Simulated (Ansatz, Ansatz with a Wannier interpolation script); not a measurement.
# G0W0 band structure of ThSeO (P4/nmm), part 2 of 2

Wanted: quasiparticle gap and band widths of ThSeO (P4/nmm) over the whole zone.

Ansatz 0.2.0; LDA, Wannier functions and G0W0, plane waves, PAW. Known limits of the many-body steps: not at the basis limit; f levels unsure; no spin-orbit coupling; coarse k mesh.

So far. Step 4 (G0W0 at every point of the mesh: 4×4×2 mesh, 478 empty …): The gap on the mesh goes from 0.66 eV to 1.88 eV, a correction of +1.22 eV. Between the two edge states, bare exchange in place of the xc potential would open the gap by 7.56 eV, and correlation takes back 6.34 eV. Step 6 (LDA+SOC bands, for comparison): The gap stands −0.21 eV against LDA.

## Step 6: LDA+SOC bands, for comparison (continued)

Electronic bands along the path, in eV, zero at the top of the highest nominally filled band:

| point | band 65 | band 66 | band 67 | band 68 | band 69 | band 70 | band 71 | band 72 |
| --- | --- | --- | --- | --- | --- | --- | --- | --- |
| Γ | -0.27 | -0.27 | 0.00 | 0.00 | 0.45 | 0.45 | 1.54 | 1.54 |
| halfway | -1.20 | -1.20 | -0.91 | -0.91 | 1.33 | 1.33 | 1.89 | 1.89 |
| X | -1.62 | -1.62 | -1.62 | -1.62 | 1.62 | 1.62 | 1.62 | 1.62 |
| halfway | -1.48 | -1.48 | -1.41 | -1.41 | 1.76 | 1.76 | 1.88 | 1.88 |
| M | -1.61 | -1.61 | -1.61 | -1.61 | 1.78 | 1.78 | 1.78 | 1.78 |
| halfway | -1.49 | -1.49 | -1.01 | -1.01 | 1.71 | 1.71 | 2.01 | 2.01 |
| Γ | -0.27 | -0.27 | 0.00 | 0.00 | 0.45 | 0.45 | 1.54 | 1.54 |
| halfway | -0.55 | -0.55 | -0.22 | -0.22 | 0.62 | 0.62 | 1.40 | 1.40 |
| Z | -0.82 | -0.82 | -0.46 | -0.46 | 0.96 | 0.96 | 1.07 | 1.07 |
| halfway | -1.15 | -1.15 | -0.94 | -0.94 | 1.59 | 1.59 | 1.80 | 1.80 |
| R | -1.50 | -1.50 | -1.50 | -1.50 | 1.83 | 1.83 | 1.83 | 1.83 |
| halfway | -1.72 | -1.72 | -1.67 | -1.67 | 1.89 | 1.89 | 1.92 | 1.92 |
| A | -1.49 | -1.49 | -1.49 | -1.49 | 1.89 | 1.89 | 1.89 | 1.89 |
| halfway | -1.36 | -1.36 | -1.04 | -1.04 | 1.83 | 1.83 | 1.95 | 1.95 |
| Z | -0.82 | -0.82 | -0.46 | -0.46 | 0.96 | 0.96 | 1.07 | 1.07 |
| jump to X | -1.62 | -1.62 | -1.62 | -1.62 | 1.62 | 1.62 | 1.62 | 1.62 |
| halfway | -1.55 | -1.55 | -1.55 | -1.55 | 1.74 | 1.74 | 1.74 | 1.74 |
| R | -1.50 | -1.50 | -1.50 | -1.50 | 1.83 | 1.83 | 1.83 | 1.83 |
| jump to M | -1.61 | -1.61 | -1.61 | -1.61 | 1.78 | 1.78 | 1.78 | 1.78 |
| halfway | -1.55 | -1.55 | -1.55 | -1.55 | 1.83 | 1.83 | 1.83 | 1.83 |
| A | -1.49 | -1.49 | -1.49 | -1.49 | 1.89 | 1.89 | 1.89 | 1.89 |

## Step 7: HSE06 bands, for comparison

This step: DFT, HSE06, plane waves, PAW.

Input file input.yaml:

```yaml
crystal:
  lattice:
    - [4.038, 0.0, 0.0]
    - [0.0, 4.038, 0.0]
    - [0.0, 0.0, 7.03]
  atoms:
    - { symbol: Th, position: [0.0, 0.5, 0.18] }
    - { symbol: Th, position: [0.5, 0.0, 0.82] }
    - { symbol: Se, position: [0.0, 0.5, 0.63] }
    - { symbol: Se, position: [0.5, 0.0, 0.37] }
    - { symbol: O, position: [0.0, 0.0, 0.0] }
    - { symbol: O, position: [0.5, 0.5, 0.0] }
kpoints:
  mp_grid: { grid: [4, 4, 2] }
  band_path:
    path:
      - [[0.0, 0.0, 0.0], [0.0, 0.5, 0.0], [0.5, 0.5, 0.0], [0.0, 0.0, 0.0], [0.0, 0.0, 0.5], [0.0, 0.5, 0.5], [0.5, 0.5, 0.5], [0.0, 0.0, 0.5]]
      - [[0.0, 0.5, 0.0], [0.0, 0.5, 0.5]]
      - [[0.5, 0.5, 0.0], [0.5, 0.5, 0.5]]
    npoints: 10
hamiltonian:
  xc: hse06
scf:
  occupations: { method: fixed }
  n_extra_bands: 6
output:
  eigenvalues: true
```

Command:

```console
> ansatz run input.yaml --threads 16 --pin off --max-ram 27648MiB --backend cpu --events-out ev --progress --plain --runs-dir out
```

It took 5 min on 16 threads of Arm Neoverse N1, shared host; peak memory 2 GiB.

Numbers from this step:

* filled bands: 34
* gap: 1.559 eV
* valence top at: Γ
* conduction bottom at: Γ
* least direct gap: 1.559 eV

The gap stands +0.90 eV against LDA.

The electronic bands at the labelled points (eV, zero at the top of the highest nominally filled band):

| point | band 31 | band 32 | band 33 | band 34 | band 35 | band 36 | band 37 | band 38 |
| --- | --- | --- | --- | --- | --- | --- | --- | --- |
| Γ | -2.32 | -0.72 | 0.00 | 0.00 | 1.56 | 3.01 | 3.24 | 3.31 |
| halfway | -2.43 | -1.61 | -0.90 | -0.89 | 2.70 | 3.27 | 3.38 | 3.71 |
| X | -2.07 | -2.07 | -1.48 | -1.48 | 3.00 | 3.00 | 4.07 | 4.07 |
| halfway | -2.12 | -2.12 | -1.33 | -1.33 | 3.36 | 3.36 | 3.77 | 3.77 |
| M | -2.57 | -2.57 | -1.56 | -1.56 | 3.51 | 3.51 | 3.71 | 3.71 |
| halfway | -2.19 | -2.06 | -1.30 | -0.89 | 3.34 | 3.37 | 3.59 | 3.84 |
| Γ | -2.32 | -0.72 | 0.00 | 0.00 | 1.56 | 3.01 | 3.24 | 3.31 |
| halfway | -2.17 | -1.23 | -0.19 | -0.19 | 1.76 | 2.79 | 3.24 | 3.56 |
| Z | -1.99 | -1.92 | -0.40 | -0.40 | 2.17 | 2.35 | 3.24 | 3.97 |
| halfway | -2.01 | -1.21 | -1.01 | -0.81 | 3.05 | 3.15 | 3.55 | 3.76 |
| R | -1.93 | -1.93 | -1.36 | -1.36 | 3.30 | 3.30 | 3.92 | 3.92 |
| halfway | -2.18 | -2.18 | -1.63 | -1.63 | 3.62 | 3.62 | 3.82 | 3.82 |
| A | -2.08 | -2.08 | -1.50 | -1.50 | 3.71 | 3.71 | 3.92 | 3.92 |
| halfway | -2.80 | -1.72 | -1.09 | -1.02 | 3.56 | 3.69 | 3.81 | 3.83 |
| Z | -1.99 | -1.92 | -0.40 | -0.40 | 2.17 | 2.35 | 3.24 | 3.97 |
| jump to X | -2.07 | -2.07 | -1.48 | -1.48 | 3.00 | 3.00 | 4.07 | 4.07 |
| halfway | -2.00 | -2.00 | -1.41 | -1.41 | 3.18 | 3.18 | 4.05 | 4.05 |
| R | -1.93 | -1.93 | -1.36 | -1.36 | 3.30 | 3.30 | 3.92 | 3.92 |
| jump to M | -2.57 | -2.57 | -1.56 | -1.56 | 3.51 | 3.51 | 3.71 | 3.71 |
| halfway | -2.31 | -2.31 | -1.53 | -1.53 | 3.58 | 3.58 | 3.83 | 3.83 |
| A | -2.08 | -2.08 | -1.50 | -1.50 | 3.71 | 3.71 | 3.92 | 3.92 |

## Step 8: Results

```
LDA gap                             : 0.66 eV
G0W0 gap over the zone              : 1.88 eV, direct
least direct G0W0 gap, in the model : 1.88 eV
with the spin-orbit change          : 1.67 eV
GW settings                         : 4×4×2 mesh, 478 empty bands, screening to 150 eV
known limits                        : not at the basis limit; f levels unsure; no spin-orbit coupling; coarse k mesh
```

The Wannier model follows the LDA bands to 1 meV r.m.s. near the gap. The G0W0 gap over the zone is 1.88 eV, direct, from Γ to Γ; on the mesh alone it is 1.88 eV, nearly the same. The valence width in the model goes from 6.37 eV to 6.42 eV. LDA+SOC gives a gap of 0.45 eV on the same path, a spin-orbit change of −0.21 eV that would bring the G0W0 gap to 1.67 eV. HSE06 gives a gap of 1.56 eV on the same path. Bands and cutoff are finite, so the gap is not at the basis limit. The miss can reach some tenths of an eV and take either sign; the mesh is an error of its own. Above the frozen window of the model the interpolated levels need not meet the computed ones, even at points of the mesh. The 4×4×2 mesh is coarse for this cell (its supercell is 14 Å along the shortest edge). The RPA ε∞ on it, from the LDA start, is 7.99 and 9.24; such meshes misread the long-range screening, most where the gap is narrow. The compound holds f electrons or empty f levels, where one-shot G0W0 is unsure.

[Paths, hosts, dates, memory and timing lines, banners, echoed tables and standing remarks are left out of the program output.]

[Logs are printed without paths, hosts, clocks, repeated set-up lines and the standing remarks that a program may print on its own settings, such as how far it seeks lower states.]

[Runs of the session that timed out or met a known fault of the program may be left out.]

[Hosts, paths, dates, database ids (printed as entryN), source tags and the programs' standing remarks are cut or masked in the printed files.]
